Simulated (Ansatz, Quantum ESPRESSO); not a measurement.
# Complex bands of SrO, rock salt type, lattice constant set to 5.121 Å, part 2 of 4

Aim: how fast states decay in the gap of SrO, rock salt type, lattice constant set to 5.121 Å.

Quantum ESPRESSO 7.5; plane-wave DFT, LDA, PseudoDojo norm-conserving pseudopotentials; cross-check by Ansatz 0.2.0 with PAW datasets.

So far. Step 2 (Self-consistent run): The run needed 13 iterations to bring the estimated error under 1e-09 Ry.

## Step 3: Complex band structure

Level of this step: complex band structure by pwcond; plane-wave DFT, LDA, PseudoDojo norm-conserving pseudopotentials (Quantum ESPRESSO).

ikind = 0 solves one period of the crystal for all kz, real and complex, at each energy and k across. ewind and epsproj trim the two-dimensional plane-wave basis; nz1 sets the subslabs.

The input, cbs.in:

```
&inputcond
  outdir = './out'
  prefixl = 'scf'
  band_file = 'cbs'
  ikind = 0
  ewind = 4.0
  epsproj = 1e-05
  nz1 = 7
  energy0 = 7.44
  denergy = -0.24
/
4
  0.00000000 0.00000000 1.00000000
  0.50000000 0.00000000 1.00000000
  0.50000000 0.50000000 1.00000000
  0.25000000 0.00000000 1.00000000
40
```

Run with:

```bash
> OMP_NUM_THREADS=1 mpirun -n 2 pwcond.x -in cbs.in > cbs.out
```

The program printed:

```text
[banner, memory and clock lines left out]
Program PWCOND v.7.5 starts

          URL

     ./out/scf.save/

     IMPORTANT: XC functional enforced from input :
     Exchange-correlation= PW
                           (   1   4   0   0   0   0   0)
     Any further DFT definition will be discarded
     Please, verify this is what you really want

     Check: negative core charge=   -0.000003
     Reading collected, re-writing distributed wavefunctions

===== INPUT FILE containing the left lead =====

     GEOMETRY:

     lattice parameter (alat)  =       6.8429  a.u.
     the volume                =     453.1385 (a.u.)^3
     the cross section         =      46.8249 (a.u.)^2
     l of the unit cell        =       1.4142 (alat)
     number of atoms/cell      =            4
     number of atomic types    =            2

     crystal axes: (cart. coord. in units of alat)
               a(1) = (  1.0000  0.0000  0.0000 )
               a(2) = (  0.0000  1.0000  0.0000 )
               a(3) = (  0.0000  0.0000  1.4142 )

   Cartesian axes

     site n.     atom                  positions (alat units)
          1        Sr     tau(  1)=(  0.0000  0.0000  1.4142  )
          2        O      tau(  2)=(  0.5000  0.5000  1.4142  )
          3        Sr     tau(  3)=(  0.5000  0.5000  0.7071  )
          4        O      tau(  4)=(  0.0000  0.0000  0.7071  )

     nr1s                      =           40
     nr2s                      =           40
     nr3s                      =           54
     nr1sx                     =           40
     nr2sx                     =           40
     nr3sx                     =           54
     nr1                       =           40
     nr2                       =           40
     nr3                       =           54
     nr1x                      =           40
     nr2x                      =           40
     nr3x                      =           54

 _______________________________
  Radii of nonlocal spheres:

     type       ibeta     ang. mom.          radius (alat units)
       Sr         1         0                    0.2382
       Sr         2         0                    0.2426
       Sr         3         1                    0.1929
       Sr         4         1                    0.1929
       Sr         5         2                    0.2251
       Sr         6         2                    0.2251
       O          1         0                    0.1958
       O          2         0                    0.1973
       O          3         1                    0.2104
       O          4         1                    0.2119
       O          5         2                    0.1987
----- General information -----

----- Complex band structure calculation -----

     nrx                       =           40
     nry                       =           40
     nz1                       =            7

     energy0               =         7.4E+00
     denergy               =        -2.4E-01
     nenergy               =         40
     ecut2d                =         7.2E+01
     ewind                 =         4.0E+00
     epsproj               =         1.0E-05

     number of k_|| points=    4
                       cryst. coord.
        k(    1) = (   0.0000000   0.0000000), wk =   0.2500000
        k(    2) = (   0.5000000   0.0000000), wk =   0.2500000
        k(    3) = (   0.5000000   0.5000000), wk =   0.2500000
        k(    4) = (   0.2500000   0.0000000), wk =   0.2500000
----- Information about left lead -----

     nocros                   =           31
     noins                    =           31
     norb                     =           93
     norbf                    =           93
     nrz                      =           54

      iorb      type   ibeta   ang. mom.   m       position (alat)
        1        1       1        0        1   taunew(   1)=(  0.0000  0.0000  0.0000)
        2        1       2        0        1   taunew(   2)=(  0.0000  0.0000  0.0000)
        3        1       3        1        1   taunew(   3)=(  0.0000  0.0000  0.0000)
        4        1       3        1        2   taunew(   4)=(  0.0000  0.0000  0.0000)
        5        1       3        1        3   taunew(   5)=(  0.0000  0.0000  0.0000)
        6        1       4        1        1   taunew(   6)=(  0.0000  0.0000  0.0000)
        7        1       4        1        2   taunew(   7)=(  0.0000  0.0000  0.0000)
        8        1       4        1        3   taunew(   8)=(  0.0000  0.0000  0.0000)
        9        1       5        2        1   taunew(   9)=(  0.0000  0.0000  0.0000)
       10        1       5        2        2   taunew(  10)=(  0.0000  0.0000  0.0000)
       11        1       5        2        3   taunew(  11)=(  0.0000  0.0000  0.0000)
       12        1       5        2        4   taunew(  12)=(  0.0000  0.0000  0.0000)
       13        1       5        2        5   taunew(  13)=(  0.0000  0.0000  0.0000)
       14        1       6        2        1   taunew(  14)=(  0.0000  0.0000  0.0000)
       15        1       6        2        2   taunew(  15)=(  0.0000  0.0000  0.0000)
       16        1       6        2        3   taunew(  16)=(  0.0000  0.0000  0.0000)
       17        1       6        2        4   taunew(  17)=(  0.0000  0.0000  0.0000)
       18        1       6        2        5   taunew(  18)=(  0.0000  0.0000  0.0000)
       19        2       1        0        1   taunew(  19)=(  0.5000  0.5000  0.0000)
       20        2       2        0        1   taunew(  20)=(  0.5000  0.5000  0.0000)
       21        2       3        1        1   taunew(  21)=(  0.5000  0.5000  0.0000)
       22        2       3        1        2   taunew(  22)=(  0.5000  0.5000  0.0000)
       23        2       3        1        3   taunew(  23)=(  0.5000  0.5000  0.0000)
       24        2       4        1        1   taunew(  24)=(  0.5000  0.5000  0.0000)
       25        2       4        1        2   taunew(  25)=(  0.5000  0.5000  0.0000)
       26        2       4        1        3   taunew(  26)=(  0.5000  0.5000  0.0000)
       27        2       5        2        1   taunew(  27)=(  0.5000  0.5000  0.0000)
       28        2       5        2        2   taunew(  28)=(  0.5000  0.5000  0.0000)
       29        2       5        2        3   taunew(  29)=(  0.5000  0.5000  0.0000)
       30        2       5        2        4   taunew(  30)=(  0.5000  0.5000  0.0000)
       31        2       5        2        5   taunew(  31)=(  0.5000  0.5000  0.0000)
       32        1       1        0        1   taunew(  32)=(  0.5000  0.5000  0.7071)
       33        1       2        0        1   taunew(  33)=(  0.5000  0.5000  0.7071)
       34        1       3        1        1   taunew(  34)=(  0.5000  0.5000  0.7071)
       35        1       3        1        2   taunew(  35)=(  0.5000  0.5000  0.7071)
       36        1       3        1        3   taunew(  36)=(  0.5000  0.5000  0.7071)
       37        1       4        1        1   taunew(  37)=(  0.5000  0.5000  0.7071)
       38        1       4        1        2   taunew(  38)=(  0.5000  0.5000  0.7071)
       39        1       4        1        3   taunew(  39)=(  0.5000  0.5000  0.7071)
       40        1       5        2        1   taunew(  40)=(  0.5000  0.5000  0.7071)
       41        1       5        2        2   taunew(  41)=(  0.5000  0.5000  0.7071)
       42        1       5        2        3   taunew(  42)=(  0.5000  0.5000  0.7071)
       43        1       5        2        4   taunew(  43)=(  0.5000  0.5000  0.7071)
       44        1       5        2        5   taunew(  44)=(  0.5000  0.5000  0.7071)
       45        1       6        2        1   taunew(  45)=(  0.5000  0.5000  0.7071)
       46        1       6        2        2   taunew(  46)=(  0.5000  0.5000  0.7071)
       47        1       6        2        3   taunew(  47)=(  0.5000  0.5000  0.7071)
       48        1       6        2        4   taunew(  48)=(  0.5000  0.5000  0.7071)
       49        1       6        2        5   taunew(  49)=(  0.5000  0.5000  0.7071)
       50        2       1        0        1   taunew(  50)=(  0.0000  0.0000  0.7071)
       51        2       2        0        1   taunew(  51)=(  0.0000  0.0000  0.7071)
       52        2       3        1        1   taunew(  52)=(  0.0000  0.0000  0.7071)
       53        2       3        1        2   taunew(  53)=(  0.0000  0.0000  0.7071)
       54        2       3        1        3   taunew(  54)=(  0.0000  0.0000  0.7071)
       55        2       4        1        1   taunew(  55)=(  0.0000  0.0000  0.7071)
       56        2       4        1        2   taunew(  56)=(  0.0000  0.0000  0.7071)
       57        2       4        1        3   taunew(  57)=(  0.0000  0.0000  0.7071)
       58        2       5        2        1   taunew(  58)=(  0.0000  0.0000  0.7071)
       59        2       5        2        2   taunew(  59)=(  0.0000  0.0000  0.7071)
       60        2       5        2        3   taunew(  60)=(  0.0000  0.0000  0.7071)
       61        2       5        2        4   taunew(  61)=(  0.0000  0.0000  0.7071)
       62        2       5        2        5   taunew(  62)=(  0.0000  0.0000  0.7071)
       63        1       1        0        1   taunew(  63)=(  0.0000  0.0000  1.4142)
       64        1       2        0        1   taunew(  64)=(  0.0000  0.0000  1.4142)
       65        1       3        1        1   taunew(  65)=(  0.0000  0.0000  1.4142)
       66        1       3        1        2   taunew(  66)=(  0.0000  0.0000  1.4142)
       67        1       3        1        3   taunew(  67)=(  0.0000  0.0000  1.4142)
       68        1       4        1        1   taunew(  68)=(  0.0000  0.0000  1.4142)
       69        1       4        1        2   taunew(  69)=(  0.0000  0.0000  1.4142)
       70        1       4        1        3   taunew(  70)=(  0.0000  0.0000  1.4142)
       71        1       5        2        1   taunew(  71)=(  0.0000  0.0000  1.4142)
       72        1       5        2        2   taunew(  72)=(  0.0000  0.0000  1.4142)
       73        1       5        2        3   taunew(  73)=(  0.0000  0.0000  1.4142)
       74        1       5        2        4   taunew(  74)=(  0.0000  0.0000  1.4142)
       75        1       5        2        5   taunew(  75)=(  0.0000  0.0000  1.4142)
       76        1       6        2        1   taunew(  76)=(  0.0000  0.0000  1.4142)
       77        1       6        2        2   taunew(  77)=(  0.0000  0.0000  1.4142)
       78        1       6        2        3   taunew(  78)=(  0.0000  0.0000  1.4142)
       79        1       6        2        4   taunew(  79)=(  0.0000  0.0000  1.4142)
       80        1       6        2        5   taunew(  80)=(  0.0000  0.0000  1.4142)
       81        2       1        0        1   taunew(  81)=(  0.5000  0.5000  1.4142)
       82        2       2        0        1   taunew(  82)=(  0.5000  0.5000  1.4142)
       83        2       3        1        1   taunew(  83)=(  0.5000  0.5000  1.4142)
       84        2       3        1        2   taunew(  84)=(  0.5000  0.5000  1.4142)
       85        2       3        1        3   taunew(  85)=(  0.5000  0.5000  1.4142)
       86        2       4        1        1   taunew(  86)=(  0.5000  0.5000  1.4142)
       87        2       4        1        2   taunew(  87)=(  0.5000  0.5000  1.4142)
       88        2       4        1        3   taunew(  88)=(  0.5000  0.5000  1.4142)
       89        2       5        2        1   taunew(  89)=(  0.5000  0.5000  1.4142)
       90        2       5        2        2   taunew(  90)=(  0.5000  0.5000  1.4142)
       91        2       5        2        3   taunew(  91)=(  0.5000  0.5000  1.4142)
       92        2       5        2        4   taunew(  92)=(  0.5000  0.5000  1.4142)
       93        2       5        2        5   taunew(  93)=(  0.5000  0.5000  1.4142)
 ngper, shell number =          277          39
 ngper, n2d =          277          97
---  E-Ef =    7.4400000  k =    0.0000000   0.0000000
---  ie =          1  ik =          1
 Nchannels of the left tip =            3
 Right moving states:
   k1(2pi/a)   k2(2pi/a)   E-Ef (eV)
  -0.2046972  -0.0000000   7.4400000
   0.3473082   0.0000000   7.4400000
   0.3473082   0.0000000   7.4400000
 Left moving states:
   k1(2pi/a)   k2(2pi/a)   E-Ef (eV)
   0.2046972  -0.0000000   7.4400000
  -0.3473082   0.0000000   7.4400000
  -0.3473082   0.0000000   7.4400000

---  E-Ef =    7.2000000  k =    0.0000000   0.0000000
---  ie =          2  ik =          1
 Nchannels of the left tip =            3
 Right moving states:
   k1(2pi/a)   k2(2pi/a)   E-Ef (eV)
  -0.2573937  -0.0000000   7.2000000
   0.3088757   0.0000000   7.2000000
   0.3088757   0.0000000   7.2000000
 Left moving states:
   k1(2pi/a)   k2(2pi/a)   E-Ef (eV)
   0.2573937  -0.0000000   7.2000000
  -0.3088757   0.0000000   7.2000000
  -0.3088757   0.0000000   7.2000000
[... further energies and points left out ...]
---  E-Ef =   -1.6800000  k =    0.2500000   0.0000000
---  ie =         39  ik =          4
 Nchannels of the left tip =            2
 Right moving states:
   k1(2pi/a)   k2(2pi/a)   E-Ef (eV)
  -0.4633372  -0.0000000  -1.6800000
  -0.4919823   0.0000000  -1.6800000
 Left moving states:
   k1(2pi/a)   k2(2pi/a)   E-Ef (eV)
   0.4633372  -0.0000000  -1.6800000
   0.4919823   0.0000000  -1.6800000

---  E-Ef =   -1.9200000  k =    0.2500000   0.0000000
---  ie =         40  ik =          4
 Nchannels of the left tip =            0
 Right moving states:
   k1(2pi/a)   k2(2pi/a)   E-Ef (eV)
 Left moving states:
   k1(2pi/a)   k2(2pi/a)   E-Ef (eV)

Note: The following floating-point exceptions are signalling: IEEE_UNDERFLOW_FLAG IEEE_DENORMAL
Note: The following floating-point exceptions are signalling: IEEE_UNDERFLOW_FLAG IEEE_DENORMAL
```

It took 2.1 min on 2 MPI ranks of Intel Xeon Platinum 8488C (Sapphire Rapids), shared host; peak memory 0.15 GiB; 4.3 min of CPU time.

Numbers from this step:

```
peak of the smallest κ at the zone centre : 0.265 Å⁻¹
energy of the peak at the zone centre     : 1.92 eV
peak of the smallest κ at (1/2, 0)        : 0.425 Å⁻¹
peak of the smallest κ at (1/2, 1/2)      : 0.347 Å⁻¹
peak of the smallest κ at (1/4, 0)        : 0.335 Å⁻¹
```

K across = (0, 0) in the cell's reciprocal vectors; values within 0.0025 1/Å of each other count once, columns are sorted by size at each energy, a dash where no further value was kept. Im kz of the slowest decaying states against energy, zero at the highest filled level of the SCF mesh:

```
energy (eV)  decay 1 (Å⁻¹)  decay 2 (Å⁻¹)  decay 3 (Å⁻¹)
      -1.92          0.271          0.933           1.22
      -1.44          0.107          0.852           1.16
      -0.96          0.745           1.10           1.40
      -0.48          0.566           1.04           1.35
      -0.24          0.143          0.367           1.00
       0.00          0.227           0.33           0.97
       0.24          0.131           0.28          0.398
       0.72          0.208          0.351          0.533
       1.20          0.245          0.397          0.577
       1.68          0.262          0.431          0.591
       2.16          0.264          0.456          0.555
       2.64          0.252          0.402          0.474
       2.88          0.239          0.295          0.481
       3.36          0.194          0.492           0.54
       3.84          0.077          0.499          0.505
       4.32          0.462          0.502          0.694
       4.80          0.408          0.501          0.621
       5.28          0.337          0.497          0.555
       5.76          0.238           0.49          0.497
       6.00          0.162           0.47          0.485
       6.48          0.163          0.418          0.471
       6.96           0.25          0.365          0.451
       7.44          0.297          0.304          0.425
```

K across = (0, 0) in the cell's reciprocal vectors. The Re kz of states that move upwards by energy, zero at the highest filled level of the SCF mesh:

```
energy (eV)  channel 1 (Å⁻¹)  channel 2 (Å⁻¹)  channel 3 (Å⁻¹)
      -1.92                -                -                -
      -1.68                -                -                -
      -1.44                -                -                -
      -1.20           -0.456           -0.455                -
      -0.96           -0.362           -0.346                -
      -0.72           -0.289           -0.248                -
      -0.48           -0.222           -0.128                -
      -0.24           -0.149                -                -
       0.00          -0.0490          -0.0490          -0.0197
       0.24                -                -                -
       0.72                -                -                -
       0.96                -                -                -
       1.20                -                -                -
       1.44                -                -                -
       1.68                -                -                -
       1.92                -                -                -
       2.16                -                -                -
       2.40                -                -                -
       2.64                -                -                -
       2.88                -                -                -
       3.12                -                -                -
       3.36            0.253                -                -
       3.60            0.377                -                -
       3.84            0.470                -                -
       4.08            0.126            0.549                -
       4.32           -0.607            0.206                -
       4.56           -0.541            0.273                -
       4.80           -0.479            0.336                -
       5.28           -0.358            0.456                -
       5.52           -0.296            0.514                -
       5.76           -0.230            0.572                -
       6.00           -0.598           -0.150                -
       6.24           -0.542           0.0716           0.0716
       6.48           -0.487            0.195            0.195
       6.72           -0.431            0.268            0.268
       6.96           -0.375            0.327            0.327
       7.20           -0.316            0.379            0.379
       7.44           -0.251            0.426            0.426
```

K across = (1/2, 0) in the cell's reciprocal vectors; values within 0.0025 1/Å of each other count once, columns are sorted by size at each energy, a dash where no further value was kept. Im kz of the slowest decaying states against energy, zero at the highest filled level of the SCF mesh:

```
energy (eV)  decay 1 (Å⁻¹)  decay 2 (Å⁻¹)  decay 3 (Å⁻¹)
      -1.92          0.513          0.699           1.88
      -1.44            0.3          0.328          0.506
      -0.96          0.293          0.495           1.81
      -0.48          0.573           1.77           2.31
      -0.24          0.156          0.597          0.626
       0.00          0.229          0.614          0.661
       0.24          0.274          0.627          0.687
       0.72          0.332          0.641          0.721
       1.20          0.368          0.645          0.739
       1.68          0.393           0.64          0.747
       2.16          0.409          0.629          0.748
       2.64          0.419          0.612          0.743
       2.88          0.422          0.601          0.739
       3.36          0.425          0.574          0.727
       3.84          0.423           0.54           0.71
       4.32          0.418          0.497           0.69
       4.80          0.414          0.437          0.665
       5.28          0.381          0.635           1.12
       5.76          0.282          0.341            0.6
       6.00          0.172          0.323           0.58
       6.48           0.25          0.534          0.809
       6.96          0.477          0.516          0.576
       7.44          0.402          0.412          0.734
```

(Continued in part 3 of 4.)

[Logs are printed without paths, hosts, clocks, repeated set-up lines and the standing remarks that a program may print on its own settings, such as how far it seeks lower states.]

[Hosts, paths, dates, database ids (printed as entryN), source tags and the programs' standing remarks are cut or masked in the printed files.]

[Maps of the electrostatic potential energy from Ansatz leave out the sawtooth potential of an applied field or a dipole correction, so their vacuum need not be flat; planar profiles and work functions include it.]
